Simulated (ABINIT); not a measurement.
# A GW chain in ABINIT: GaAs (F-43m), part 3 of 3

Aim: the G0W0 gap of GaAs (F-43m) on PBE, step by step.

ABINIT 10.8.3; PBE and many-body steps on it, plane waves. Known limits of the many-body steps: not at the basis limit; screening runs away on this mesh; no spin-orbit coupling; coarse k mesh.

So far. Step 3 (Bands along the symmetry lines): The gap is 0.508 eV, as in the run before at this level. Step 4 (Empty states on the mesh, 4×4×4 mesh, 103 bands): On this mesh the gap is 0.508 eV.

## (5) Screening, 4×4×4 mesh, 95 bands, screening to 136.1 eV

The RPA dielectric matrix is built and inverted for each q.

This step: RPA screening on PBE, plane waves, norm-conserving pseudopotentials.

run.abi

```
acell 3*1.0 Angstrom
rprim 
  0.000000000000 2.826850000000 2.826850000000
  2.826850000000 0.000000000000 2.826850000000
  2.826850000000 2.826850000000 -0.000000000000
ntypat 2
znucl 31 33
natom 2
typat 1 2
xred 
  0.000000000000 0.000000000000 0.000000000000
  0.250000000000 0.250000000000 0.250000000000
pp_dirpath "pseudos"
pseudos "Ga.upf, As.upf"
ecut 45
ngkpt 4 4 4
nshiftk 1
shiftk 0 0 0
kptopt 1
chksymbreak 0
istwfk *1
occopt 1
irdwfk 1
optdriver 3
nband 95
ecuteps 5
inclvkb 2
awtr 1
symchi 1
indata_prefix "in"
outdata_prefix "out"
tmpdata_prefix "tmp"
```

On the command line:

```console
$ OMP_NUM_THREADS=1 mpirun -n 8 abinit run.abi > log
```

Numbers of over 12 decimals in the logs are rounded to 6 here.

The log of the run:

```text
.Version 10.8.3 of ABINIT. v10.8.2 released Aug 2026.

 Symmetries : space group F-4 3 m (#216); Bravais cF (face-center cubic)
[... echo of the input left out ...]
== DATASET  1 ==================================================================
-   mpi_nproc: 8, omp_nthreads: 1 (-1 if OMP is not activated)

--- !DatasetInfo
iteration_state: {dtset: 1, }
dimensions: {natom: 2, nkpt: 8, mband: 95, nsppol: 1, nspinor: 1, nspden: 1, mpw: 4477, }
cutoff_energies: {ecut:  45.0, pawecutdg:  -1.0, }
electrons: {nelect:   4.40000000E+01, charge:   0.00000000E+00, occopt:   1.00000000E+00, tsmear:   1.00000000E-02, }

 SCREENING: Calculation of the susceptibility and dielectric matrices

 Based on a program developped by R.W. Godby, V. Olevano, G. Onida, and L. Reining.
 Incorporated in ABINIT by V. Olevano, G.-M. Rignanese, and M. Torrent.
.Using double precision arithmetic ; gwpc =  8

[... cell and pseudopotentials left out ...]
--------------------------------------------------------------------------------

 ==== K-mesh for the wavefunctions ====
 Number of points in the irreducible wedge :     8
[... list of points left out ...]
 Together with 24 symmetry operations and time-reversal symmetry
 yields    64 points in the full Brillouin Zone.

 ==== Q-mesh for the screening function ====
 Number of points in the irreducible wedge :     8
[... list of points left out ...]
 Together with 24 symmetry operations and time-reversal symmetry
 yields    64 points in the full Brillouin Zone.

 setmesh: FFT mesh size selected  =    32x   32x   32
          total number of points  =        32768

 vcoul_init : cutoff-mode = AUXILIARY_FUNCTION
 q-points for optical limit:   1
     1)      0.000010    0.000020    0.000030

- screening: taking advantage of time-reversal symmetry
- Maximum band index for partially occupied states nbvw = 22
- Remaining bands to be divided among processors   nbcw = 73
- Number of bands treated by each node ~9

 Number of electrons calculated from density =   44.0000; Expected =   44.0000
 average of density, n =  0.144317
 r_s =    1.1827
 omega_plasma =   36.6450 [eV]

 calculating chi0 at frequencies [eV] :
  1    0.000000E+00    0.000000E+00
  2    0.000000E+00    3.664498E+01

--------------------------------------------------------------------------------
  q-point number  1        q = ( 0.000000, 0.000000, 0.000000) [r.l.u.]
--------------------------------------------------------------------------------
[... chi0 elements left out ...]
 For q-point:  0.000010 0.000020 0.000030
  dielectric constant = 140.4423
  dielectric constant without local fields = 149.5573

  Average fulfillment of the sum rule on Im[epsilon] for q-point    1 :     30.29  [%]
[... wings left out ...]
  q-point number  2        q = ( 0.250000, 0.000000, 0.000000) [r.l.u.]
--------------------------------------------------------------------------------
[... chi0 elements left out ...]
  Average fulfillment of the sum rule on Im[epsilon] for q-point    2 :     35.93  [%]

 [... 6 further q-points ...]
```

Wall time 52 s (8 MPI ranks of Intel Xeon Platinum 8259CL at 2.50GHz (Skylake/Cascade Lake), shared host); peak memory 1.9 GiB.

Numbers from this step:

```
ε∞ with local fields, on this mesh, along the program's q direction : 140.4
the same without local fields                                       : 149.6
plasma frequency                                                    : 36.65 eV
plane waves in the screening matrix                                 : 169
```

Local fields lower ε∞ by 6 %. The value itself is an artefact of the mesh, where one narrow direct gap carries too much weight.

## (6) Self-energy, 4×4×4 mesh, 95 bands, screening to 136.1 eV

The self-energy is evaluated for the states that the input lists, and the levels follow from it, in one-shot runs by the linearised quasiparticle equation.

This step: G0W0 on PBE, plane waves, norm-conserving pseudopotentials.

run.abi, as its differences from that of step 5:

```diff
@@ -23,8 +23,15 @@
 irdwfk 1
-optdriver 3
+optdriver 4
 nband 95
+gwcalctyp 0
+ecutsigx 45
+symsigma 1
+nkptgw 1
+kptgw 
+  0.0000000000 0.0000000000 0.0000000000
+bdgw 
+  20 26
 ecuteps 5
-inclvkb 2
-awtr 1
-symchi 1
+irdscr 1
+ppmodel 1
 indata_prefix "in"
```

The log of the run:

```text
.Version 10.8.3 of ABINIT. v10.8.2 released Aug 2026.

 Symmetries : space group F-4 3 m (#216); Bravais cF (face-center cubic)
[... echo of the input left out ...]
== DATASET  1 ==================================================================
-   mpi_nproc: 8, omp_nthreads: 1 (-1 if OMP is not activated)

--- !DatasetInfo
iteration_state: {dtset: 1, }
dimensions: {natom: 2, nkpt: 8, mband: 95, nsppol: 1, nspinor: 1, nspden: 1, mpw: 4477, }
cutoff_energies: {ecut:  45.0, pawecutdg:  -1.0, }
electrons: {nelect:   4.40000000E+01, charge:   0.00000000E+00, occopt:   1.00000000E+00, tsmear:   1.00000000E-02, }

 SIGMA: Calculation of the GW corrections

 Based on a program developped by R.W. Godby, V. Olevano, G. Onida, and L. Reining.
 Incorporated in ABINIT by V. Olevano, G.-M. Rignanese, and M. Torrent.
.Using double precision arithmetic ; gwpc =  8

[... cell and pseudopotentials left out ...]
--------------------------------------------------------------------------------

 ==== K-mesh for the wavefunctions ====
 Number of points in the irreducible wedge :     8
[... list of points left out ...]
 Together with 24 symmetry operations and time-reversal symmetry
 yields    64 points in the full Brillouin Zone.

 ==== Q-mesh for screening function ====
 Number of points in the irreducible wedge :     8
[... list of points left out ...]
 Together with 24 symmetry operations and time-reversal symmetry
 yields    64 points in the full Brillouin Zone.

 vcoul_init : cutoff-mode = AUXILIARY_FUNCTION
 q-points for optical limit:   1
     1)      0.000010    0.000020    0.000030
 setmesh: FFT mesh size selected  =    45x   45x   45
          total number of points  =        91125

 Number of electrons calculated from density =   44.0000; Expected =   44.0000
 average of density, n =  0.144317
 r_s =    1.1827
 omega_plasma =   36.6450 [eV]

 === KS Band Gaps ===
  >>>> For spin  1
   Minimum direct gap =   0.5078 [eV], located at k-point      :   0.0000  0.0000  0.0000
   Fundamental gap    =   0.5078 [eV], Top of valence bands at :   0.0000  0.0000  0.0000
                                       Bottom of conduction at :   0.0000  0.0000  0.0000
 SIGMA fundamental parameters:
 PLASMON POLE MODEL  1
 number of plane-waves for SigmaX                 4477
 number of plane-waves for SigmaC and W            169
 number of plane-waves for wavefunctions          4477
 number of bands                                    95
 number of independent spin polarizations            1
 number of spinorial components                      1
 number of k-points in IBZ                           8
 number of q-points in IBZ                           8
 number of symmetry operations                      24
 number of k-points in BZ                           64
 number of q-points in BZ                           64
 number of frequencies for dSigma/dE                 9
 frequency step for dSigma/dE [eV]                0.25
 number of omega for Sigma on real axis              0
 max omega for Sigma on real axis  [eV]           0.00
 zcut for avoiding poles [eV]                     0.10

 EPSILON^-1 parameters (SCR file):
 dimension of the eps^-1 matrix on file            169
 dimension of the eps^-1 matrix used               169
 number of plane-waves for wavefunctions          4477
 number of bands                                    95
 number of q-points in IBZ                           8
 number of frequencies                               2
 number of real frequencies                          1
 number of imag frequencies                          1

 matrix elements of self-energy operator (all in [eV])

 Perturbative Calculation

--- !SelfEnergy_ee
iteration_state: {dtset: 1, }
kpoint     : [   0.000,    0.000,    0.000, ]
spin       : 1
KS_gap     :    0.508
QP_gap     :    1.150
Delta_QP_KS:    0.642
data: !SigmaeeData |
     Band     E0 <VxcDFT>   SigX SigC(E0)      Z dSigC/dE  Sig(E)    E-E0       E
       20   5.666 -14.357 -16.013   1.282   0.798  -0.253 -14.655  -0.299   5.368
       21   5.666 -14.357 -16.013   1.282   0.798  -0.253 -14.655  -0.299   5.368
       22   5.666 -14.357 -16.013   1.282   0.798  -0.253 -14.655  -0.299   5.368
       23   6.174 -14.700 -10.607  -3.664   0.802  -0.247 -14.356   0.344   6.518
       24   9.403 -11.528  -7.015  -4.242   0.801  -0.248 -11.310   0.217   9.621
       25   9.403 -11.528  -7.015  -4.242   0.801  -0.248 -11.310   0.217   9.621
       26   9.403 -11.528  -7.015  -4.242   0.801  -0.248 -11.310   0.217   9.621

== END DATASET(S) ==============================================================
================================================================================

 -outvars: echo values of variables after computation  --------
           etotal      0.0000000000E+00
            nband          95
             nkpt           8
          spgroup         216
 [... the other variables as echoed above ...]

 Calculation completed.
```

Elapsed: 12 s, on 8 MPI ranks; peak memory 1.2 GiB; 93 s of CPU time.

This step gave:

```yaml
g0w0_gap_on_the_points_computed: 1.150 eV
starting_gap_on_the_mesh: 0.5078 eV
k_of_the_valence_top: 0, 0, 0
k_of_the_conduction_bottom: 0, 0, 0
z_at_the_valence_top: 0.798
z_at_the_conduction_bottom: 0.802
least_direct_g0w0_gap_on_the_computed_points: 1.150 eV
```

The gap on the mesh goes from 0.51 eV to 1.15 eV, a correction of +0.64 eV.

Limits: finite bands, cutoff and mesh; no spin-orbit coupling; coarse k mesh. v1 is the top filled band, c1 the lowest empty one. Levels before and after the correction, in eV, zero at the valence-band top of each column:

|  | conduction bottom | valence top |
| --- | --- | --- |
| Kohn-Sham | 0.51 | 0.00 |
| G0W0 | 1.15 | 0.00 |

|  | level | energy (eV) |
| --- | --- | --- |
| Kohn-Sham | Γ v3-v1 | 0.000 |
| Kohn-Sham | Γ c1 | 0.508 |
| Kohn-Sham | Γ c2-c4 | 3.737 |
| G0W0 | Γ v3-v1 | 0.000 |
| G0W0 | Γ c1 | 1.150 |
| G0W0 | Γ c2-c4 | 4.253 |

## (7) Where the time went

Times are wall times on 8 MPI ranks of Intel Xeon Platinum 8259CL at 2.50GHz (Skylake/Cascade Lake), shared host, good to a factor of about two.

| step | time | share | memory (GiB) |
| --- | --- | --- | --- |
| ground state | 29 s | 18 % | 0.73 |
| bands along the symmetry lines | 40 s | 25 % | 0.68 |
| empty states on the mesh | 28 s | 17 % | 0.67 |
| screening | 52 s | 32 % | 1.9 |
| self-energy | 12 s | 7 % | 1.2 |

## (8) What came out

| Item | Value |
| --- | --- |
| PBE gap | 0.51 eV, direct |
| G0W0 gap on the mesh | 1.15 eV |
| GW settings | 4×4×4 mesh, 95 bands, screening to 136.1 eV, Godby-Needs plasmon pole |
| known limits | not at the basis limit; screening runs away on this mesh; no spin-orbit coupling; coarse k mesh |

**Reading.** G0W0 moves the gap on the mesh from 0.51 eV to 1.15 eV (+0.64 eV), with Z of 0.80 and 0.80 at the edges. Local fields lower the RPA ε∞ on this mesh from 149.56 to 140.44; a Γ-centred mesh this coarse tends to raise both, most where the direct gap is narrow, while a short band sum lowers them. Only 1 of the mesh's irreducible points was corrected, so a valley elsewhere could overtake. Against experiment, by G0W0@PBE: the direct gap of 1.15 eV lies −0.36 eV from the measured 1.51 eV (exciton, 77 K, 2020); the direct gap of 1.15 eV lies −0.27 eV from the measured 1.418 ± 0.005 eV (direct, 300 K, 2008); the direct gap of 1.15 eV lies −0.26 eV from the measured 1.412 ± 0.01 eV (direct, 300 K, 2008); the direct gap of 1.15 eV lies −0.27 eV from the measured 1.42 eV (exciton, 300 K, 2014); the direct gap of 1.15 eV lies −0.27 eV from the measured 1.42 eV (direct, 300 K, 2004). An exciton line or allowed optical edge lies below the quasiparticle gap by the binding energy; a forbidden edge can push the onset above it. The calculation has static nuclei and no excitons; a measured gap holds zero-point and thermal motion, which mostly lowers it. Bands and cutoff are finite, so the gap is not at the basis limit. The miss can reach some tenths of an eV and take either sign; the mesh is an error of its own. In the G0W0 run levels were corrected at 1 k point alone, so a gap called «on the mesh» is the least over those, and an edge elsewhere would be missed. The 4×4×4 mesh is coarse for this cell, which bears on the long-range parts of exchange and screening. On this mesh the RPA ε∞ passes 90, more than nearly any semiconductor shows; a coarse mesh does this where one point with a narrow direct gap carries much weight. The screening is then too strong, and the G0W0 gap should not be taken as the material's. The many-body steps are scalar-relativistic: spin-orbit coupling is not in them.

[Paths, hosts, dates, memory and timing lines, banners, echoed tables and standing remarks are left out of the program output.]

[Logs are printed without paths, hosts, clocks, repeated set-up lines and the standing remarks that a program may print on its own settings, such as how far it seeks lower states.]

[Runs of the session that timed out or met a known fault of the program may be left out.]

[No measured gap is set beside runs whose start may be inverted or whose files or cutoffs have a known fault.]

[Hosts, paths, dates, database ids (printed as entryN), source tags and the programs' standing remarks are cut or masked in the printed files.]

[G0W0 gaps are taken among the corrected bands and points alone; a level outside them can change the order at an edge.]

[Where Ansatz stands beside ABINIT at settings called matched, ABINIT's density can come from a denser mesh and the files from another edition; pairs whose starting gaps differed by over 0.03 eV were left out, so agreement reads better than it is.]
